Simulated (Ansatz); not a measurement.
**ZnS (Wurtzite-2H, P6_3mc): modes against uniaxial strain along c**

Wanted: the shifts of the zone-centre modes of ZnS (Wurtzite-2H, P6_3mc) with strain.

Method: DFT LDA, scalar-relativistic, plane waves, PAW; PAW set soft_1, in Ansatz 0.2.0.

The database entry behind the starting cell differs from later determinations by our own check (about 0.4 % short), so it need not match the best structure at ambient conditions.

### Step 1. Starting point

The structure is hexagonal, space group P6_3mc (No. 186). The conventional cell has a = 3.811 Å, b = 3.811 Å, c = 6.234 Å, α = 90.00°, β = 90.00°, γ = 120.00°. Nearest to S lie 4 Zn at 2.31 to 2.40 Å. Zn has 4 S at 2.31 to 2.40 Å nearest. Farther neighbours and most contacts between anions are not listed.

### Step 2. Relaxation

Harmonic phonons are second derivatives at a point where the forces vanish, and they are wanted at zero stress, so atoms and cell are relaxed first.

File input.yaml:

```yaml
crystal:
  lattice:
    - [3.811, 0.0, 0.0]
    - [-1.9055, 3.3004228138, 0.0]
    - [0.0, 0.0, 6.234]
  atoms:
    - { symbol: S, position: [0.33333333, 0.66666667, 0.385] }
    - { symbol: S, position: [0.66666667, 0.33333333, 0.885] }
    - { symbol: Zn, position: [0.33333333, 0.66666667, 0.0] }
    - { symbol: Zn, position: [0.66666667, 0.33333333, 0.5] }
kpoints:
  mp_grid: { grid: [9, 9, 6] }
hamiltonian:
  xc: lda
  pseudopotentials: { kind: paw, azcp: { folder: soft_1 }, xc_functional: pbe }
scf:
  occupations: { method: gaussian, width: 0.02 }
output:
  forces: true
  stress: true
  eigenvalues: true
  write_density: true
  write_potential: true
  elf: true
  volumetric_format: npy
relax:
  adjacent_minimum: "off"
  f_tol: 0.005
  max_steps: 80
  cell: { stress_tol: 0.05 }
```

On the command line:

```console
$ ansatz run input.yaml --threads 4 --pin off --max-ram 16384MiB --backend cpu --events-out ev --progress --plain --runs-dir out
```

Numbers of over 12 decimals in the logs are rounded to 6 here.

What it wrote:

```text
Engine: ansatz 0.2.0, aarch64-unknown-linux-gnu
Pseudopotentials: kind: paw
Pseudopotential: S, paw, valence charge 6, recommended cutoff 420 eV (normal), soft_1/S.paw.azcp
Pseudopotential: Zn, paw, valence charge 12, recommended cutoff 420 eV (normal), soft_1/Zn.paw.azcp
Functional definition: SPW92
  exchange = slater_x
  correlation = pw_c
Crystal: 4 atoms, lattice volume = 78.411 Å³
Basis set: ecut = 420 eV, 1521 PW (Γ)
Bands: 22, of which v1, the nominal top of the filled ones, is band 18 counted from 1 (17 counted from 0)
Symmetry: 12 space group operations
Space group: P63mc (ITA 186), of the structure as read, at distance tolerance 4.3e-5 Å
k-points: 48 of 486 (time reversal used)
Non-local potential: S, projectors of the file, l = 0: 2, l = 1: 2, l = 2: 1
Non-local potential: Zn, projectors of the file, l = 0: 2, l = 1: 2, l = 2: 3, l = 3: 1
PAW form: soft (Blöchl's): semilocal exchange-correlation on the pseudo side does not see the compensation charge
PAW frozen core: S, regenerated for the run's functional, and the local potential with it (the file was generated under x = pbe(κ = 0.804, μ = 0.219515), c = pbe(β = 0.066725))
PAW frozen core: Zn, regenerated for the run's functional, and the local potential with it (the file was generated under x = pbe(κ = 0.804, μ = 0.219515), c = pbe(β = 0.066725))
PAW one-centre angular grid: S, 110 points (default); XC on 64 Gauss nodes
PAW one-centre angular grid: Zn, 590 points (default); XC on 64 Gauss nodes
Initial density: superposition of atomic densities (chi_scale 0.1, normalization cell, long waves kept (reshape's long-wave potential 0.00 eV rms))
Initial wavefunctions: pseudopotential atomic-orbital guess
Functional: x = slater, c = lda
SCF iter   1: F=—  HF=-8235.005271 eV  |F-HF|=—  |Δ(HF+E_count)|=         —  Δρ=3.80e-2  dr2=6.73e-1  ethr=3.10e-3  ⟨swp⟩=7.0  Hψ=6051  notcnv=0
preconditioner: auto → Resta (q_TF=auto, 2.396 Å⁻¹)  ε∞=6.3  [insulator: Δε(μ)=2.204 eV  Ē_g=10.967 eV  σ=0.020 eV  W_gap=1.00  n_scr=22 (ndim 8)  ℏωp=25.2 eV  f_vac=0.007  D(μ)=0.00/eV (n_scr^D=0)  ε∞_Penn≈6.3]
SCF iter   2: F=—  HF=-8234.844527 eV  |F-HF|=—  |Δ(HF+E_count)|=   1.61e-1  Δρ=1.50e-2  dr2=1.39e-1  ethr=1.87e-3  ⟨swp⟩=2.0  Hψ=2383  notcnv=0
SCF iter   3: F=—  HF=-8234.811117 eV  |F-HF|=—  |Δ(HF+E_count)|=   3.34e-2  Δρ=9.54e-3  dr2=4.93e-2  ethr=3.86e-4  ⟨swp⟩=2.1  Hψ=2022  notcnv=0
SCF iter   4: F=—  HF=-8234.798179 eV  |F-HF|=—  |Δ(HF+E_count)|=   1.29e-2  Δρ=2.92e-3  dr2=4.28e-3  ethr=1.37e-4  ⟨swp⟩=2.0  Hψ=2402  notcnv=0
SCF iter   5: F=—  HF=-8234.798378 eV  |F-HF|=—  |Δ(HF+E_count)|=   2.00e-4  Δρ=4.28e-4  dr2=1.86e-4  ethr=1.19e-5  ⟨swp⟩=2.8  Hψ=1926  notcnv=0
SCF iter   6: F=—  HF=-8234.798442 eV  |F-HF|=—  |Δ(HF+E_count)|=   6.42e-5  Δρ=2.39e-4  dr2=4.44e-5  ethr=5.16e-7  ⟨swp⟩=2.5  Hψ=1865  notcnv=0
SCF iter   7: F=—  HF=-8234.798457 eV  |F-HF|=—  |Δ(HF+E_count)|=   1.43e-5  Δρ=5.79e-5  dr2=1.15e-6  ethr=1.23e-7  ⟨swp⟩=2.4  Hψ=1935  notcnv=0
SCF iter   8: F=—  HF=-8234.798458 eV  |F-HF|=—  |Δ(HF+E_count)|=   1.54e-6  Δρ=1.78e-5  dr2=1.43e-7  ethr=3.21e-9  ⟨swp⟩=2.0  Hψ=1656  notcnv=0
SCF iter   9: F=-8234.798458 eV  HF=-8234.798458 eV  |F-HF|=7.39e-10  |Δ(HF+E_count)|=   1.57e-8  Δρ=1.99e-6  dr2=2.61e-9  ethr=2.78e-10  ⟨swp⟩=10.3  Hψ=8369  notcnv=0
SCF 1 converged in 9 iterations: F = -8234.798458 eV  dr2 = 2.61e-9
  greatest PAW one-centre occupation: 0.984 electrons in one spin orbital (limit 2), on the Zn atom at site 3 (counted from 0), in its partial waves of l = 2
relax step   1: F+E_penalty+E_count = -8234.79845828 eV  Δ(F+E_penalty+E_count) = +0.000e0 eV  max|allowed force component| = 2.941e-1 eV/Å  Δτ_max = 0.0000 Å  P = -3.905 GPa  Ω = 78.411 Å³  (9 SCF iters, dr2 threshold 1.00e-7 eV, accepted)
Crystal: 4 atoms, lattice volume = 75.960 Å³
Basis set: ecut = 420 eV, 1509 PW (Γ)
Initial density: handed on by an earlier stage of this run
Initial wavefunctions: those handed on with the density
iter 1 solved again at ethr=6.02e-6 eV; its pass at ethr=3.10e-3 eV (dr2=2.17e-3 eV) is discarded
SCF iter   1: F=—  HF=-8234.854988 eV  |F-HF|=—  |Δ(HF+E_count)|=         —  Δρ=1.77e-3  dr2=2.05e-3  ethr=6.02e-6  ⟨swp⟩=2.0  Hψ=7258  notcnv=0
preconditioner: auto → Resta (q_TF=auto, 2.409 Å⁻¹)  ε∞=6.7  [insulator: Δε(μ)=2.133 eV  Ē_g=10.732 eV  σ=0.020 eV  W_gap=1.00  n_scr=22 (ndim 8)  ℏωp=25.6 eV  f_vac=0.026  D(μ)=0.00/eV (n_scr^D=0)  ε∞_Penn≈6.7]
SCF iter   2: F=—  HF=-8234.854477 eV  |F-HF|=—  |Δ(HF+E_count)|=   5.11e-4  Δρ=9.20e-4  dr2=6.59e-4  ethr=5.69e-6  ⟨swp⟩=2.0  Hψ=1839  notcnv=0
SCF iter   3: F=—  HF=-8234.854358 eV  |F-HF|=—  |Δ(HF+E_count)|=   1.18e-4  Δρ=6.35e-4  dr2=1.59e-4  ethr=1.83e-6  ⟨swp⟩=2.0  Hψ=1804  notcnv=0
SCF iter   4: F=—  HF=-8234.854286 eV  |F-HF|=—  |Δ(HF+E_count)|=   7.20e-5  Δρ=1.36e-4  dr2=2.08e-5  ethr=4.43e-7  ⟨swp⟩=2.0  Hψ=1797  notcnv=0
SCF iter   5: F=—  HF=-8234.854286 eV  |F-HF|=—  |Δ(HF+E_count)|=   5.03e-7  Δρ=4.79e-5  dr2=1.33e-6  ethr=5.78e-8  ⟨swp⟩=2.9  Hψ=2057  notcnv=0
SCF iter   6: F=-8234.854286 eV  HF=-8234.854286 eV  |F-HF|=1.47e-8  |Δ(HF+E_count)|=   5.84e-7  Δρ=8.11e-6  dr2=4.88e-8  ethr=1.11e-9  ⟨swp⟩=11.4  Hψ=9632  notcnv=0
SCF 2 converged in 6 iterations: F = -8234.854286 eV  dr2 = 4.88e-8
relax step   2: F+E_penalty+E_count = -8234.85428615 eV  Δ(F+E_penalty+E_count) = -5.583e-2 eV  max|allowed force component| = 2.289e-1 eV/Å  Δτ_max = 0.0119 Å  P = -1.669 GPa  Ω = 75.960 Å³  energy of the carried Pulay correction = +8.772e-4 eV  (6 SCF iters, dr2 threshold 4.00e-7 eV, accepted)
Crystal: 4 atoms, lattice volume = 73.921 Å³
Basis set: ecut = 420 eV, 1449 PW (Γ)
iter 1 solved again at ethr=7.66e-6 eV; its pass at ethr=3.10e-3 eV (dr2=2.76e-3 eV) is discarded
SCF iter   1: F=—  HF=-8234.874210 eV  |F-HF|=—  |Δ(HF+E_count)|=         —  Δρ=2.33e-3  dr2=2.73e-3  ethr=7.66e-6  ⟨swp⟩=2.0  Hψ=7289  notcnv=0
preconditioner: auto → Resta (q_TF=auto, 2.420 Å⁻¹)  ε∞=6.7  [insulator: Δε(μ)=2.229 eV  Ē_g=10.862 eV  σ=0.020 eV  W_gap=1.00  n_scr=22 (ndim 8)  ℏωp=25.9 eV  f_vac=0.022  D(μ)=0.00/eV (n_scr^D=0)  ε∞_Penn≈6.7]
SCF iter   2: F=—  HF=-8234.873483 eV  |F-HF|=—  |Δ(HF+E_count)|=   7.27e-4  Δρ=1.24e-3  dr2=8.41e-4  ethr=7.58e-6  ⟨swp⟩=2.0  Hψ=1829  notcnv=0
SCF iter   3: F=—  HF=-8234.873313 eV  |F-HF|=—  |Δ(HF+E_count)|=   1.70e-4  Δρ=7.42e-4  dr2=1.93e-4  ethr=2.34e-6  ⟨swp⟩=2.0  Hψ=1853  notcnv=0
SCF iter   4: F=—  HF=-8234.873211 eV  |F-HF|=—  |Δ(HF+E_count)|=   1.02e-4  Δρ=1.40e-4  dr2=2.04e-5  ethr=5.35e-7  ⟨swp⟩=2.0  Hψ=1811  notcnv=0
SCF iter   5: F=—  HF=-8234.873210 eV  |F-HF|=—  |Δ(HF+E_count)|=   1.10e-6  Δρ=4.47e-5  dr2=1.35e-6  ethr=5.68e-8  ⟨swp⟩=2.8  Hψ=2085  notcnv=0
SCF iter   6: F=-8234.873210 eV  HF=-8234.873210 eV  |F-HF|=1.24e-8  |Δ(HF+E_count)|=   3.80e-7  Δρ=8.53e-6  dr2=5.08e-8  ethr=1.11e-9  ⟨swp⟩=11.4  Hψ=9689  notcnv=0
SCF 3 converged in 6 iterations: F = -8234.873210 eV  dr2 = 5.08e-8
  greatest PAW one-centre occupation: 0.983 electrons in one spin orbital (limit 2), on the Zn atom at site 3 (counted from 0), in its partial waves of l = 2
relax step   3: F+E_penalty+E_count = -8234.87321027 eV  Δ(F+E_penalty+E_count) = -1.892e-2 eV  max|allowed force component| = 7.858e-3 eV/Å  Δτ_max = 0.0208 Å  P = +0.499 GPa  Ω = 73.921 Å³  energy of the carried Pulay correction = +1.628e-3 eV  (6 SCF iters, dr2 threshold 4.00e-7 eV, accepted)
[...]
relax step   4: F+E_penalty+E_count = -8234.87383022 eV  Δ(F+E_penalty+E_count) = -6.199e-4 eV  max|allowed force component| = 2.517e-3 eV/Å  Δτ_max = 0.0028 Å  P = -0.020 GPa  Ω = 74.353 Å³  energy of the carried Pulay correction = +1.467e-3 eV  (5 SCF iters, dr2 threshold 4.00e-7 eV, accepted)
[...]
relax step   5: F+E_penalty+E_count = -8234.87384756 eV  Δ(F+E_penalty+E_count) = -1.733e-5 eV  max|allowed force component| = 1.928e-4 eV/Å  Δτ_max = 0.0006 Å  P = -0.001 GPa  Ω = 74.339 Å³  energy of the carried Pulay correction = +1.473e-3 eV  (4 SCF iters, dr2 threshold 1.03e-8 eV, accepted)
Initial wavefunctions: pseudopotential atomic-orbital guess (no wavefunctions were taken with the density)
iter 1 solved again at ethr=1.09e-7 eV; its pass at ethr=3.10e-3 eV (dr2=3.94e-5 eV) is discarded
SCF iter   1: F=—  HF=-8234.872375 eV  |F-HF|=—  |Δ(HF+E_count)|=         —  Δρ=1.04e-4  dr2=2.09e-6  ethr=1.09e-7  ⟨swp⟩=4.2  Hψ=9752  notcnv=0
preconditioner: auto → Resta (q_TF=auto, 2.418 Å⁻¹)  ε∞=6.7  [insulator: Δε(μ)=2.186 eV  Ē_g=10.836 eV  σ=0.020 eV  W_gap=1.00  n_scr=22 (ndim 8)  ℏωp=25.8 eV  f_vac=0.025  D(μ)=0.00/eV (n_scr^D=0)  ε∞_Penn≈6.7]
SCF iter   2: F=—  HF=-8234.872373 eV  |F-HF|=—  |Δ(HF+E_count)|=   1.74e-6  Δρ=1.39e-4  dr2=6.36e-6  ethr=5.81e-9  ⟨swp⟩=2.0  Hψ=1826  notcnv=0
SCF iter   3: F=—  HF=-8234.872373 eV  |F-HF|=—  |Δ(HF+E_count)|=   4.84e-7  Δρ=1.62e-5  dr2=4.76e-8  ethr=5.81e-9  ⟨swp⟩=2.0  Hψ=1824  notcnv=0
SCF iter   4: F=—  HF=-8234.872372 eV  |F-HF|=—  |Δ(HF+E_count)|=   5.23e-7  Δρ=8.16e-6  dr2=1.30e-8  ethr=1.32e-10  ⟨swp⟩=2.9  Hψ=2124  notcnv=0
SCF iter   5: F=—  HF=-8234.872372 eV  |F-HF|=—  |Δ(HF+E_count)|=   4.04e-8  Δρ=7.89e-7  dr2=1.41e-10  ethr=3.62e-11  ⟨swp⟩=2.2  Hψ=2034  notcnv=0
SCF iter   6: F=-8234.872372 eV  HF=-8234.872372 eV  |F-HF|=3.64e-12  |Δ(HF+E_count)|=  1.89e-10  Δρ=1.23e-7  dr2=1.27e-11  ethr=1.00e-12  ⟨swp⟩=7.1  Hψ=6204  notcnv=0
SCF 6 converged in 6 iterations: F = -8234.872372 eV  dr2 = 1.27e-11
relax step   6: F+E_penalty+E_count = -8234.87237208 eV  Δ(F+E_penalty+E_count) = +1.475e-3 eV  max|allowed force component| = 1.768e-4 eV/Å  Δτ_max = 0.0000 Å  P = -0.002 GPa  Ω = 74.339 Å³  stress off target by 2.70e-3 GPa  SCF on the basis re-selected at this cell (its energy is not comparable with the rows above)  (6 SCF iters)
basis re-selected at this cell: Δ(F+E_penalty+E_count) = +1.475e-3 eV, ΔP = -0.002 GPa vs the last step (what re-selecting the basis moved, of the pressure what is left beyond the Pulay correction that the steps carried, after the strain that the cell walked since its last selection, with what the two solves' SCF thresholds leave and, on support functions, any second-order correction that the steps lacked; it is no measure of the basis error at this ecutwfc). The dense FFT grid was sized anew with the basis: this SCF ran on 25×25×45 points, the steps before it on 27×27×45, so part of this shift can come from that change (see relax.cell in the input reference). [rest of the remark cut]
SCF converged after 6 iterations
Free energy (F): -8234.872372 eV
Harris-Foulkes:  -8234.872372 eV  (|F-HF|=3.64e-12)
Internal energy: -8234.872372 eV  (E = F + TS)
E sigma→0 (E₀):  -8234.872372 eV
Fermi energy:    7.407244 eV
--- Per-component energies (eV) ---
  E_band       = 16.816096
  E_kinetic    = 511.731463
  E_local      = -4472.802055  (includes V_loc(G=0)·N_el)
  E_nonlocal   = 1714.966483
  E_hartree    = 1699.563045
  E_xc         = -333.683985
  E_vxc        = -271.446822  (∫ρ·V_xc dr)
  E_paw        = -4803.901963  (= ΣΔE_a)
  E_vpaw       = -864.758584  (= ΣTr[D̂ρ^β])
  E_aug_tail   = -0.000505  (compensation charges beyond the density's cutoff)
  E_ewald      = -2554.165537
  E_core_change = 3.420682  (= ΣΔE_core)
  E_smearing   = -0.000000  (= −TS)
  E_closure    = -0.000000  (closes the sum)
  Σ components = -8234.872372   (vs F -8234.872372, Δ=0.00e0)
--- Forces (eV/Å), atoms counted from 1 ---
  atom   1  S     -0.00000000     0.00000000     0.00017686
  atom   2  S     -0.00000000    -0.00000000     0.00017686
  atom   3  Zn     0.00000000     0.00000000    -0.00017665
  atom   4  Zn     0.00000000    -0.00000000    -0.00017665
  max |Σ_I F_I| component: 4.12e-7 eV/Å
--- Stress (GPa, compression-positive) ---
       -0.002701       0.000000      -0.000000
        0.000000      -0.002701       0.000000
       -0.000000       0.000000      -0.001978
  P = ⅓ Tr σ = -0.0025 GPa (-0.025 kbar)
--- Band table (eV; the first three rows and the last of 48) ---
  k-point 0: bands = [... 14 lower, 5.3241, 6.2108, 6.3142, 6.3142, 8.5001, 9.3041, 12.4038, 12.4038]
  k-point 1: bands = [... 14 lower, 5.3845, 5.5858, 6.2409, 6.2409, 9.0348, 9.3752, 12.4458, 12.4458]
  k-point 2: bands = [... 14 lower, 5.5533, 5.5533, 6.0464, 6.0464, 9.5737, 9.7264, 12.3811, 12.5964]
  k-point 47: bands = [... 14 lower, 2.9298, 2.9298, 4.8034, 4.8034, 10.6710, 10.6710, 12.3980, 12.3980]
--- Relaxed structure (5 steps of the walk, 5 accepted, 1 SCFs on fresh bases) ---
  F+E_penalty+E_count = -8234.87237208 eV   max|allowed force component| = 1.768e-4 eV/Å   (the final SCF, on the basis selected at the relaxed cell)
  cell:  # Å, volume = 74.3388 Å³
    - [3.738158, 0.0, 0]
    - [-1.869079, 3.237340, 0]
    - [0, 0.0, 6.142845]
  atoms:
    - { symbol: S, position: [0.333333, 0.666667, 0.379407] }
    - { symbol: S, position: [0.666667, 0.333333, 0.879407] }
    - { symbol: Zn, position: [0.333333, 0.666667, 0.00559273] }
    - { symbol: Zn, position: [0.666667, 0.333333, 0.505593] }
```

Elapsed: 15 s, on 4 threads of Arm Neoverse V2, shared host; peak memory 0.44 GiB.

Step by step:

```tsv
step	energy less that of the first step (eV)	largest force component (eV/Å)	pressure (GPa)	volume (Å³)
1	0.0000	0.2941	-3.91	78.41
2	-0.0558	0.2289	-1.67	75.96
3	-0.0748	0.0079	0.50	73.92
4	-0.0754	0.0025	-0.02	74.35
5	-0.0754	0.0002	0.00	74.34
6*	-0.0739	0.0002	0.00	74.34
```

Relaxation steps marked * repeat the geometry before them on a plane-wave basis chosen anew for their cell, so energy and pressure can jump there.

Forces are held to the 12 operations that the run works with; a distortion that breaks them can't arise in this run.

```tsv
conventional cell, symmetrised	before	after	change
a (Å)	3.811	3.738	-1.9 %
b (Å)	3.811	3.738	-1.9 %
c (Å)	6.234	6.143	-1.5 %
volume (Å³/atom)	19.60	18.58	-5.2 %
```

The atoms that moved most (Å, as changes of fractional coordinates times the final cell):

```tsv
atom	dx	dy	dz	length
S2	0.000	0.000	-0.034	0.034
Zn4	0.000	0.000	0.034	0.034
S1	0.000	0.000	-0.034	0.034
Zn3	0.000	0.000	0.034	0.034
```

The relaxed structure:

```xyz
4
Lattice="3.7382 0.0000 0.0000 -1.8691 3.2373 0.0000 0.0000 0.0000 6.1428" Properties=species:S:1:pos:R:3 pbc="T T T"
S     0.0000    2.1582    2.3306
S     1.8691    1.0791    5.4021
Zn    0.0000    2.1582    0.0344
Zn    1.8691    1.0791    3.1058
```

Numbers from this step:

| Property | Result |
| --- | --- |
| pressure | -0.002460 GPa |
| gap on the k-mesh | 2.186 eV |
| volume per atom | 18.58 Å³ |

Valence density in the ac plane at fractional y = 0.333, with atoms of S and Zn within 0.2 Å of it. It is the smooth field of the valence electrons, not physical close to the nuclei.

Ten steps, logarithmic in the rise over the least value, from '_' (0 e/Å³) to '@' (29 e/Å³), each cell a mean:
```
............::----------::..
..______....::----::::--::::
..______....::--::..::----::
__________..::----::::--::..
__________..::::--------::..
____________..::::--::::....
______________..::::::....__
______________....::::....__
____________..::------::..__
____________..--**##**==::..
__________..::==%%@@@@**::..
............::==%%@@@@**::..
............::--++##**==::..
..............::------::....
............................
__........__________________
____________________________
____________________________
____________________________
____________________________
____________________________
____________..............__
..............::::::::::....
```
Columns run along a (3.7 Å), rows up along c (6.1 Å). Atoms in or near the plane, at fractional coordinates: S at (0.67, 0.88), Zn at (0.67, 0.51).

Electrostatic potential energy in the ac plane at fractional y = 0.333, with atoms of S and Zn within 0.2 Å of it. With pseudopotentials it is smooth inside the atoms' cores, unlike the true potential.

Ten even steps from '_' (-49 eV) to '@' (11 eV), each cell a mean:
```
@@@@@@@@@@@@%%++::::::==##%%
@@@@@@@@@@@@##--::::::::++%%
@@@@@@@@@@@@**--::==--::++%%
@@@@@@@@@@@@##==::::::::**%%
@@@@@@@@@@@@%%**--::--++##@@
@@@@@@@@@@@@@@%%##****%%@@@@
@@@@@@@@@@@@@@@@%%%%%%@@@@@@
@@@@@@@@@@@@@@%%%%####%%@@@@
@@@@@@@@@@@@%%**==----++%%@@
@@@@@@@@@@@@##==..____::**%%
@@@@@@@@@@@@**::________==%%
@@@@@@@@@@@@**::________==%%
@@@@@@@@@@@@##==..____::**%%
@@@@@@@@@@@@%%**==----++%%@@
@@@@@@@@@@@@@@@@%%####%%@@@@
@@@@@@@@@@@@@@@@@@@@@@@@@@@@
@@@@@@@@@@@@@@@@@@@@@@@@@@@@
@@@@@@@@@@@@@@@@@@@@@@@@@@@@
@@@@@@@@@@@@@@@@@@@@@@@@@@@@
@@@@@@@@@@@@@@@@@@@@@@@@@@@@
@@@@@@@@@@@@@@@@@@@@@@@@@@@@
@@@@@@@@@@@@@@@@%%%%%%@@@@@@
@@@@%%%%@@@@@@%%******##%%@@
```
Columns run along a (3.7 Å; values clipped at the 3rd and 97th percentile), rows up along c (6.1 Å). Atoms in or near the plane, at fractional coordinates: S at (0.67, 0.88), Zn at (0.67, 0.51).

ELF in the ac plane at fractional y = 0.333, with atoms of S and Zn within 0.2 Å of it. It is the smooth field of the valence electrons, not physical close to the nuclei.

Ten even steps from '_' (0.00) to '@' (0.87), each cell a mean:
```
==::..::--**@@@@##++**@@@@%%
++::..::==##@@%%==..::##@@@@
**::..::==%%@@##::____**@@@@
++::....==##@@%%==::--##@@%%
==..__..--**%%@@%%%%%%@@@@##
--..____::++##@@@@@@@@@@%%**
..______..::==****####**++--
..________..::::::::::::::::
............................
::::::::::::....________....
--==++==--::..__________..::
==**##**++--..__________..::
**##%%##**==::..________..::
**%%%%%%##++::..........::--
**##%%####++--::........::==
**######**++--::........::==
==++****++--::............::
::--====--::..____________..
..::::::....________________
............................
..........::::==++++++==--::
::......::--++####%%%%##**==
::::....::==##@@@@%%@@@@%%**
```
Columns run along a (3.7 Å), rows up along c (6.1 Å). Atoms in or near the plane, at fractional coordinates: S at (0.67, 0.88), Zn at (0.67, 0.51).

In this step the volume went from 19.60 to 18.58 Å³/atom.

(Continued in part 2 of 3.)

[Logs are printed without paths, hosts, clocks, repeated set-up lines and the standing remarks that a program may print on its own settings, such as how far it seeks lower states.]

[Hosts, paths, dates, database ids (printed as entryN), source tags and the programs' standing remarks are cut or masked in the printed files.]
